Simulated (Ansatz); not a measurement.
# 1T-SnO2 monolayer in a perpendicular field

Aim: how the 1T-SnO2 monolayer screens a field along its normal, and what the field does to its bands. A positive field points along +c.

Main program and level: Ansatz 0.2.0; plane-wave DFT, PBE-D3(BJ), Ansatz PAW (set soft_1); PAW set soft_1.

This is a report of a sequence of runs, with the program logs left out and the cost of each run kept.

**1. The structure**

The cell holds 3 atoms: 2 O and 1 Sn. Its edges and angles: a = 3.220 Å, b = 3.220 Å, c = 34.589 Å, α = 90.0°, β = 90.0°, γ = 120.0°. Vacuum lies along c.

Coordinates:

```cif
data_structure
_symmetry_space_group_name_H-M 'P 1'
_symmetry_Int_Tables_number 1
_cell_length_a 3.2200
_cell_length_b 3.2200
_cell_length_c 34.5889
_cell_angle_alpha 90.000
_cell_angle_beta 90.000
_cell_angle_gamma 120.000
_cell_volume 310.58
loop_
_atom_site_label
_atom_site_type_symbol
_atom_site_fract_x
_atom_site_fract_y
_atom_site_fract_z
_atom_site_occupancy
O1 O 0.66667 0.33333 0.47414 1
Sn2 Sn 0.00000 0.00000 0.50000 1
O3 O 0.33333 0.66667 0.52586 1
```

**2. Relaxation**

The starting cell is a guess, so the in-plane lattice and the atoms are relaxed first, with the slab cut off from its images along the normal.

File input.yaml:

```yaml
crystal:
  lattice:
    - [3.22, 0.0, 0.0]
    - [-1.61, 2.7886018002, 0.0]
    - [0.0, 0.0, 34.5888543835]
  atoms:
    - { symbol: O, position: [0.6666666667, 0.3333333333, 0.4741411733] }
    - { symbol: Sn, position: [0.0, 0.0, 0.5] }
    - { symbol: O, position: [0.3333333333, 0.6666666667, 0.5258588267] }
  periodic: [true, true, false]
kpoints:
  mp_grid: { grid: [12, 12, 1] }
hamiltonian:
  xc: pbe
  dispersion: d3bj
  pseudopotentials: { kind: paw, azcp: { folder: soft_1 } }
scf:
  occupations: { method: fermi_dirac, width: 0.05 }
  convergence: { dr2_threshold: 1.0e-09 }
relax:
  f_tol: 0.004
  max_steps: 90
  cell: {}
output:
  write_potential: true
  write_density: true
  volumetric_format: npy
```

Started as:

```
$ ansatz run input.yaml --threads 2 --pin off --max-ram 3072MiB --backend cpu --events-out ev --progress --plain --runs-dir out
```

Wall time 18 s (2 threads of Arm Neoverse V1, shared host); peak memory 0.53 GiB.

Step by step:

```csv
step,energy less that of the first step (eV),largest force component (eV/Å),volume (Å³)
1,0.0000,1.7019,310.58
2,-0.1941,0.0539,305.03
3,-0.1986,0.0233,309.16
4,-0.1985,0.0036,309.64
5*,-0.1983,0.0036,309.64
```

Relaxation steps marked * repeat the geometry before them on a plane-wave basis chosen anew for their cell, so energy and pressure can jump there.

The run keeps the 12 symmetry operations that the program found, so distortions that break them were not tested.

```csv
cell as run,before,after,change
a (Å),3.220,3.215,-0.2 %
b (Å),3.220,3.215,-0.2 %
```

The atoms that moved most (Å, along periodic axes as changes of fractional coordinates times the final cell, across vacuum about the mean position):

```csv
atom,dx,dy,dz,length
O1,0.000,0.000,-0.121,0.121
O3,0.000,0.000,0.121,0.121
```

Final coordinates:

```xyz
3
Lattice="3.2151 0.0000 0.0000 -1.6076 2.7844 0.0000 0.0000 0.0000 34.5889" Properties=species:S:1:pos:R:3
O     1.6076    0.9281   16.2791
Sn    0.0000    0.0000   17.2944
O     0.0000    1.8562   18.3097
```

Numbers from this step:

```
gap on the k-mesh : 2.681 eV
```

The lattice constant a goes from 3.220 to 3.215 Å.

**3. Single point, field 0**

A sawtooth potential applies the field, turning back in the middle of the vacuum. With the dipole correction the typed value is the field outside the slab. The induced dipole is small, so the SCF threshold is tight.

The cell differs from the one that the last finished run ended in (c 34.589 → 20.031 Å).

File input.yaml:

```yaml
crystal:
  lattice:
    - [3.2151091159, 0.0, 0.0]
    - [-1.607554558, 2.7843661703, 0.0]
    - [0.0, 0.0, 20.0305727383]
  atoms:
    - { symbol: O, position: [0.6666666667, 0.3333333333, 0.4493131633] }
    - { symbol: Sn, position: [0.0, 0.0, 0.5] }
    - { symbol: O, position: [0.3333333333, 0.6666666667, 0.5506868367] }
kpoints:
  mp_grid: { grid: [18, 18, 1] }
  band_path:
    path: [[0, 0, 0], [0.5, 0, 0], [0.33333333, 0.33333333, 0], [0, 0, 0]]
    npoints: 16
hamiltonian:
  xc: pbe
  dispersion: d3bj
  pseudopotentials: { kind: paw, azcp: { folder: soft_1 } }
scf:
  occupations: { method: fermi_dirac, width: 0.02585 }
  convergence: { dr2_threshold: 1.0e-10 }
efield:
  axis: 3
  dipole_correction: true
  ramp_position: 0.97
  ramp_width: 0.06
  amplitude: 0
output:
  dos: { projected: true, e_range: [-6, 5] }
  write_potential: true
  write_density: true
  volumetric_format: npy
  elf: true
```

The job ended after 11 s (2 threads; peak memory 0.43 GiB; 22 s of CPU time).

This step gave:

- gap on the k-mesh: 2.684 eV
- dipole along the normal: 2.28e-6 e·Å
- gap along the path: 2.682 eV
- smallest direct gap along the path: 3.226 eV
- ionisation energy, upper face: 8.350 eV
- electron affinity, upper face: 5.668 eV
- gap, the smaller of path and mesh: 2.682 eV

Running mean over a fixed 2.5 Å (it still follows the layers) of the planar mean; the ramp of the sawtooth is left out. The electron's electrostatic potential energy less the Fermi level by z:

```csv
z (Å),electron's electrostatic potential energy less the Fermi level (eV)
3.0,6.96
3.5,6.96
4.0,6.96
4.5,6.96
5.0,6.96
5.5,6.96
6.0,6.95
6.5,6.93
7.0,6.76
7.5,5.68
8.0,3.03
8.5,-0.312
9.0,-3.21
9.5,-6.42
10.0,-8.06
10.5,-6.58
11.0,-3.39
11.5,-0.495
12.0,2.83
12.5,5.56
13.0,6.73
13.5,6.92
14.0,6.95
14.5,6.96
15.0,6.96
15.5,6.96
16.0,6.96
16.5,6.96
17.0,6.96
```

The density of states has structure finer than the step of the table below, so its rows give means over 0.2 eV. Peaks (eV: height): -5.15: 4.85, -4.24: 2.81, -2.64: 12.3, -1.78: 11.7, -1.45: 11.7.

Table of density of states by energy, zero at the Fermi level of the run, which the smearing sets inside the gap; means over each step:

```csv
energy (eV),density of states (states/eV a cell)
-5.8,0.379
-5.6,0.416
-5.4,1.80
-5.2,3.05
-5.0,2.01
-4.8,1.52
-4.6,1.63
-4.4,1.84
-4.2,2.26
-4.0,1.58
-3.8,1.57
-3.6,1.47
-3.4,1.40
-3.2,1.36
-3.0,1.47
-2.8,1.99
-2.6,4.56
-2.4,1.34
-2.2,0.318
-2.0,3.61
-1.8,6.06
-1.6,3.96
-1.4,6.01
-1.2,0
-1.0,0
-0.8,0
-0.6,0
-0.4,0
-0.2,0
0.0,0
0.2,0
0.4,0
0.6,0
0.8,0
1.0,0
1.2,0.00127
1.4,0.122
1.6,0.152
1.8,0.175
2.0,0.188
2.2,0.209
2.4,0.231
2.6,0.253
2.8,0.287
3.0,0.323
```

Projected DOS per atom over height of the atomic layer and energy from the Fermi level. Layers: O Sn O from below.

Values in states/eV, 22 rows by 3 columns, each cell a mean:
```
0.09 0.16 0.09
0.07 0.12 0.07
0.05 0.10 0.05
0.04 0.08 0.04
0.02 0.04 0.02
0.00 0.00 0.00
0.00 0.00 0.00
0.00 0.00 0.00
0.00 0.00 0.00
0.00 0.00 0.00
0.13 0.00 0.13
2.86 0.06 2.86
1.66 0.06 1.66
0.92 0.12 0.92
1.04 0.17 1.04
0.60 0.16 0.60
0.64 0.21 0.64
0.80 0.32 0.80
0.69 0.32 0.69
0.80 0.46 0.80
0.68 0.45 0.68
0.13 0.11 0.13
```
Columns: height of the atomic layer (Å) from 9 to 11.0; rows upwards: energy from the Fermi level (eV) from -5.96 to 3.22.

The electronic bands at the labelled points (eV, zero at the Fermi level of the run, which the smearing sets inside the gap):

```csv
point,band 10,band 11,band 12,band 13,band 14,band 15,band 16,band 17
Γ,-2.53,-2.08,-2.08,-1.95,1.29,4.42,6.67,6.77
halfway,-3.52,-2.65,-1.81,-1.55,3.25,5.78,7.47,8.01
M,-4.23,-2.56,-1.75,-1.51,4.08,6.10,9.10,10.18
halfway,-4.63,-3.13,-1.75,-1.44,4.53,7.03,9.02,10.11
K,-4.88,-3.93,-1.54,-1.54,4.93,8.53,8.94,8.94
halfway,-3.81,-2.55,-2.05,-1.48,3.66,6.41,7.39,8.44
Γ,-2.53,-2.08,-2.08,-1.95,1.29,4.42,6.67,6.77
```

ELF in the ca plane at fractional y = 0.000, with atoms of Sn within 0.2 Å of it. It is the smooth field of the valence electrons, not physical close to the nuclei.

Values, 5 rows by 16 columns, each cell a mean:
```
0.00 0.00 0.00 0.00 0.00 0.00 0.02 0.14 0.08 0.16 0.05 0.00 0.00 0.00 0.00 0.00
0.00 0.00 0.00 0.00 0.00 0.01 0.13 0.36 0.20 0.32 0.24 0.02 0.00 0.00 0.00 0.00
0.00 0.00 0.00 0.00 0.00 0.01 0.22 0.53 0.21 0.45 0.38 0.05 0.00 0.00 0.00 0.00
0.00 0.00 0.00 0.00 0.00 0.00 0.08 0.26 0.18 0.25 0.16 0.01 0.00 0.00 0.00 0.00
0.00 0.00 0.00 0.00 0.00 0.00 0.01 0.14 0.04 0.14 0.04 0.00 0.00 0.00 0.00 0.00
```
Columns run along c (16.0 Å, from fractional 0.08 to 0.87 of the cell), rows up along a (3.2 Å). Atoms in or near the plane, at fractional coordinates: Sn at (0.50, 0.00).

Valence density in the ca plane at fractional y = 0.000, with atoms of Sn within 0.2 Å of it. It is the smooth field of the valence electrons, not physical close to the nuclei.

Values in units of 1e0 e/Å³, 5 rows by 16 columns, each cell a mean:
```
0.0 0.0 0.0 0.0 0.0 0.0 0.0 0.3 5.1 1.4 0.0 0.0 0.0 0.0 0.0 0.0
0.0 0.0 0.0 0.0 0.0 0.0 0.0 0.2 0.5 0.3 0.1 0.0 0.0 0.0 0.0 0.0
0.0 0.0 0.0 0.0 0.0 0.0 0.0 0.3 0.3 0.3 0.1 0.0 0.0 0.0 0.0 0.0
0.0 0.0 0.0 0.0 0.0 0.0 0.0 0.2 1.1 0.4 0.1 0.0 0.0 0.0 0.0 0.0
0.0 0.0 0.0 0.0 0.0 0.0 0.0 0.4 7.2 2.0 0.0 0.0 0.0 0.0 0.0 0.0
```
Columns run along c (16.0 Å, from fractional 0.08 to 0.87 of the cell), rows up along a (3.2 Å). Atoms in or near the plane, at fractional coordinates: Sn at (0.50, 0.00).

Electrostatic potential energy in the ca plane at fractional y = 0.000, with atoms of Sn within 0.2 Å of it. With pseudopotentials it is smooth inside the atoms' cores, unlike the true potential.

Values in eV, 5 rows by 16 columns, each cell a mean:
```
  3   3   3   3   3   3   2  -9 -16 -18   1   3   3   3   3   3
  3   3   3   3   3   3   3  -2 -14  -7   2   3   3   3   3   3
  3   3   3   3   3   3   3   0  -4  -2   2   3   3   3   3   3
  3   3   3   3   3   3   3  -4 -20 -11   2   3   3   3   3   3
  3   3   3   3   3   3   2 -11  -9 -18   0   3   3   3   3   3
```
Columns run along c (16.0 Å, from fractional 0.08 to 0.87 of the cell; values clipped at the 3rd and 97th percentile), rows up along a (3.2 Å). Atoms in or near the plane, at fractional coordinates: Sn at (0.50, 0.00).

The gap is 2.68 eV, with the valence edge 8.35 eV and the conduction edge 5.67 eV under the upper vacuum level.

**4. Atoms held, field 0.1 V/Å**

input.yaml, as its differences from that of step 3:

```diff
@@ -24,7 +24,6 @@
   dipole_correction: true
-  ramp_position: 0.97
-  ramp_width: 0.06
-  amplitude: 0
+  ramp_position: 0.9181
+  ramp_width: 0.1637
+  amplitude: 0.1
 output:
-  dos: { projected: true, e_range: [-6, 5] }
   write_potential: true
@@ -32,2 +31 @@
   volumetric_format: npy
-  elf: true
```

Wall time 11 s (2 threads); peak memory 0.4 GiB; 22 s of CPU time.

The dipole is 0.0148 e·Å, and the gap 2.681 eV.

**5. Single point, field -0.1 V/Å**

input.yaml, as its differences from that of step 4:

```diff
@@ -26,3 +26,3 @@
   ramp_width: 0.1637
-  amplitude: 0.1
+  amplitude: -0.1
 output:
```

It took 11 s on 2 threads; peak memory 0.4 GiB.

The dipole is -0.0148 e·Å, and the gap 2.681 eV.

**6. Response, atoms held**

This step: plane-wave DFT, PBE-D3(BJ), Ansatz PAW (set soft_1); response to a field along the normal, atoms held; PAW set soft_1 (Ansatz 0.2.0).

The dipoles give the slope, and the difference of two potentials shows where the field is screened.

Numbers from this step:

* equivalent conductor thickness p/(ε₀AE): 2.998 Å
* distance between the outer atoms: 2.031 Å

The dipole of the cell by applied field:

```csv
applied field (V/Å),dipole of the cell (e·Å)
-0.1000,-0.0148
0.0000,2.3e-6
0.1000,0.0148
```

Local field over the applied field, running mean. From the potentials at -0.1 and 0.1 V/Å; running mean over 2.5 Å. Local field over applied field against z:

```csv
z (Å),local field over applied field
4.01,1.000
4.30,1.000
4.60,1.000
5.04,0.999
5.34,0.999
5.64,0.997
5.93,0.993
6.23,0.986
6.68,0.959
6.97,0.924
7.27,0.868
7.57,0.793
7.86,0.709
8.16,0.615
8.61,0.467
8.90,0.374
9.20,0.291
9.50,0.227
9.79,0.194
10.24,0.194
10.53,0.227
10.83,0.291
11.13,0.374
11.42,0.467
11.87,0.615
12.17,0.709
12.46,0.793
12.76,0.868
13.06,0.924
13.35,0.959
13.80,0.986
14.10,0.993
14.39,0.997
14.69,0.998
14.99,0.999
15.43,1.000
15.73,1.000
16.02,1.000
```

The induced electron density oscillates, so the rows of the table below give means over 0.5 Å (shorter at the two ends). Its distinct maxima (Å: e/Å³ per V/Å): 8.31: 0.00356, 9.20: 0.00208, 11.13: -0.00122. Distinct minima: 8.90: 0.00122, 10.83: -0.00208, 11.72: -0.00356.

Electrons, planar mean, per unit field. Induced electron density against z; means over each step:

```csv
z (Å),induced electron density (e/Å³ per V/Å)
4.5,5.3e-7
5.0,2.2e-6
5.5,8.7e-6
6.0,3.3e-5
6.5,1.2e-4
7.0,4.0e-4
7.5,0.00117
8.0,0.00269
8.5,0.00288
9.0,0.00162
9.5,7.5e-4
10.0,1.2e-6
10.5,-6.5e-4
11.0,-0.00164
11.5,-0.00276
12.0,-0.00278
12.5,-0.00125
13.0,-4.2e-4
13.5,-1.3e-4
14.0,-3.7e-5
14.5,-9.3e-6
15.0,-2.4e-6
15.5,-5.9e-7
16.0,-1.8e-7
```

The smaller of the gaps on the path and on the k-mesh, counted as 0 under 0.03 eV. The gap stays at 2.68 eV for applied field from -0.1 to 0.1 V/Å.

By hand: between -0.1 and 0.1 V/Å the dipole changes by 0.02966 e·Å, a slope of 0.1483 e·Å²/V. A perfect conductor of thickness t has p = ε₀AEt, so t = 180.95 × 0.1483 / 8.952 = 3.00 Å (e/ε₀ = 180.95 V·Å, A in Å²).

The induced dipole is that of a conductor 3.00 Å thick.

**7. Summary of results**

* gap without field: 2.68 eV
* ionisation energy, upper face: 8.35 eV
* electron affinity, upper face: 5.67 eV
* equivalent conductor thickness, atoms held: 3.00 Å

**Reading.** The induced dipole equals that of a perfect conductor 3.00 Å thick, while the outer atoms lie 2.03 Å apart; an out-of-plane ε follows only once a thickness t is chosen, by 1 − 1/ε = 3.00 Å / t. The gap stays within 0.01 eV of 2.68 eV over the fields run, up to 0.1 V/Å in size. Semilocal functionals give gaps that are too small, and excitons are not included. Spin-orbit coupling is left out, which matters for the bands of elements this heavy.

[Long decimals in the printed logs are rounded to 6 places.]

[Logs are printed without paths, hosts, clocks, repeated set-up lines and the standing remarks that a program may print on its own settings, such as how far it seeks lower states.]

[Hosts, paths, dates, database ids (printed as entryN), source tags and the programs' standing remarks are cut or masked in the printed files.]

[Maps of the electrostatic potential energy from Ansatz leave out the sawtooth potential of an applied field or a dipole correction, so their vacuum need not be flat; planar profiles and work functions include it.]

[The density of states shown here was stored with 400 of the rows of the run's finer table, so its peaks can read low, often by over a quarter, or be missed, and its means over a window can be off by a tenth or more.]
